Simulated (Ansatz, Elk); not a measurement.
Ag2IBr (Pmm2): refractive index against wavelength

The refractive index of Ag2IBr (Pmm2) along x below the direct gap (2.24 eV on the mesh) is read from one computed spectrum, n = √(Re ε). x, y and z are the Cartesian axes of the input cell.

The structure is orthorhombic, space group Pmm2 (No. 25). Conventional cell: a = 4.279 Å, b = 5.937 Å, c = 4.277 Å, α = 90.00°, β = 90.00°, γ = 90.00°. I on site c has 6 Ag at 2.97 to 3.03 Å as nearest neighbours. Ag on site a is surrounded by 2 Br at 2.97 Å and 4 I at 3.02 to 3.03 Å. Ag on site d is surrounded by 2 I at 2.97 Å and 4 Br at 3.02 to 3.03 Å. Br on site b is surrounded by 6 Ag at 2.97 to 3.03 Å.

Method: Elk 11.2.3 (patched build), PBE, independent particles, k-mesh 7×7×6, Lorentzian half width 0.1 eV.

Launch of the response step: `OMP_NUM_THREADS=4 elk`. The run took 2.0 min, its band step included, on 4 threads of Arm Neoverse V2, on a shared host.

```
wavelength (nm)  photon energy E (eV)       n
           3000                 0.413  2.6362
           2000                 0.620  2.6481
           1550                 0.800       ?
           1310                 0.946  2.6781
           1064                 1.165  2.7071
            850                 1.459  2.7605
```

In the single-oscillator model n² − 1 = E₀E_d/(E₀² − E²), so 1/(n² − 1) = E₀/E_d − E²/(E₀E_d) is linear in E².

Working, on the rows shown:

| x = E² (eV²) | y = 1/(n² − 1) |
| --- | --- |
| 0.170801 | 0.16808 |
| 0.384302 | 0.166322 |
| 0.895757 | 0.162016 |
| 1.35784 | 0.158018 |
| 2.12762 | 0.151049 |

Means: x̄ = 0.98727, ȳ = 0.1611. Σ(x − x̄)(y − ȳ) = -0.02154, Σ(x − x̄)² = 2.476. Slope = -0.02154 / 2.476 = -0.008696; intercept = ȳ − slope · x̄ = 0.16968. Turned back into n, the line misses the rows shown by at most 0.0011.

Q: Predict the last column of the withheld row from the fit.

A: At x = 0.63984 the line gives y = 0.16412, that is 2.6633. The run gave 2.6629, so the interpolation is off by 0.0004, 0.3 % of the range in the table.

Refitted with all rows, the slope is -0.008703 and the intercept 0.1697. These give E₀ = √(intercept/−slope) = 4.42 eV and E_d = E₀/intercept = 26.0 eV; E₀ is 2.0 times the direct gap. The electronic limit at long wavelengths, without lattice vibrations, is n = √(1 + 1/intercept) = 2.625. The structure is a model and need not exist. Excitons are left out and so are local fields; PBE gaps are as a rule too small. The values come from a sum over the points of one k-mesh and carry its error, which grows as the direct gap shrinks. Spin-orbit coupling is left out.

[Logs are printed without paths, hosts, clocks, repeated set-up lines and the standing remarks that a program may print on its own settings, such as how far it seeks lower states.]
